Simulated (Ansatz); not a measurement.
**Mg3CuN (Pm-3m): the Drude term of Re ε in the infrared**

Re ε of Mg3CuN (Pm-3m) at low photon energies is read from one computed spectrum; the carriers' damping was typed as γ = 0.1 eV.

Symmetry: Pm-3m, No. 221, cubic system. Conventional cell: a = 4.244 Å, b = 4.244 Å, c = 4.244 Å, α = 90.00°, β = 90.00°, γ = 90.00°. Around Cu on site a lie 12 Mg at 3.00 Å. Mg on site c is surrounded by 2 N at 2.12 Å. N on site b is surrounded by 6 Mg at 2.12 Å.

Method: Ansatz 0.2.0, PBE, independent particles, k-mesh 8×8×8 with interpolation inside its cells, Gaussian parameter 0.15 eV.

Launch of the response step: `ansatz run input.yaml --threads 2 --pin off --max-ram 5120MiB --backend cpu --events-out ev --progress --plain --runs-dir out`. The run took 61 s, on 2 threads of Arm Neoverse V2 (shared host).

| photon energy E (eV) | wavelength (µm) | Re ε |
| --- | --- | --- |
| 0.25 | 4.96 | ? |
| 0.30 | 4.13 | -182.5 |
| 0.35 | 3.54 | -132.1 |
| 0.40 | 3.10 | -98.7 |
| 0.50 | 2.48 | -59.4 |
| 0.60 | 2.07 | -38.2 |
| 0.70 | 1.77 | -25.3 |

A Drude term over a constant background gives Re ε = ε_b − ωp²/(E² + γ²), linear in 1/(E² + γ²).

Working, on the rows shown:

| x = 1/(E² + γ²) (eV⁻²) | y = Re ε |
| --- | --- |
| 10 | -182.5 |
| 7.54717 | -132.1 |
| 5.88235 | -98.7 |
| 3.84615 | -59.4 |
| 2.7027 | -38.2 |
| 2 | -25.3 |

Means: x̄ = 5.3297, ȳ = -89.367. Σ(x − x̄)(y − ȳ) = -927.1, Σ(x − x̄)² = 47.22. Slope = -927.1 / 47.22 = -19.63; intercept = ȳ − slope · x̄ = 15.265. The line misses the rows shown by at most 1.5.

**Question.** What does the fit predict for the withheld row, and how well does it do?

**Answer.** At x = 13.793 the line gives y = -255.52. The run gave -261.7, so the extrapolation is off by 6.2, 3 % of the range in the table.

Refitted with all rows, the slope is -20.04 and the intercept 17.082. These give ωp = √(−slope) = 4.48 eV, against 4.68 eV from the program's Fermi-surface sum, and an intercept of 17.1. Taking the program's Drude term off the rows leaves 40 at the lowest energy and 18 at the highest, so the background isn't constant: interband transitions lie in or near the window, and neither fitted number can be trusted. The structure is a model and need not exist. The values come from a sum over the points of one k-mesh and carry its error, which is largest for Fermi-surface quantities.
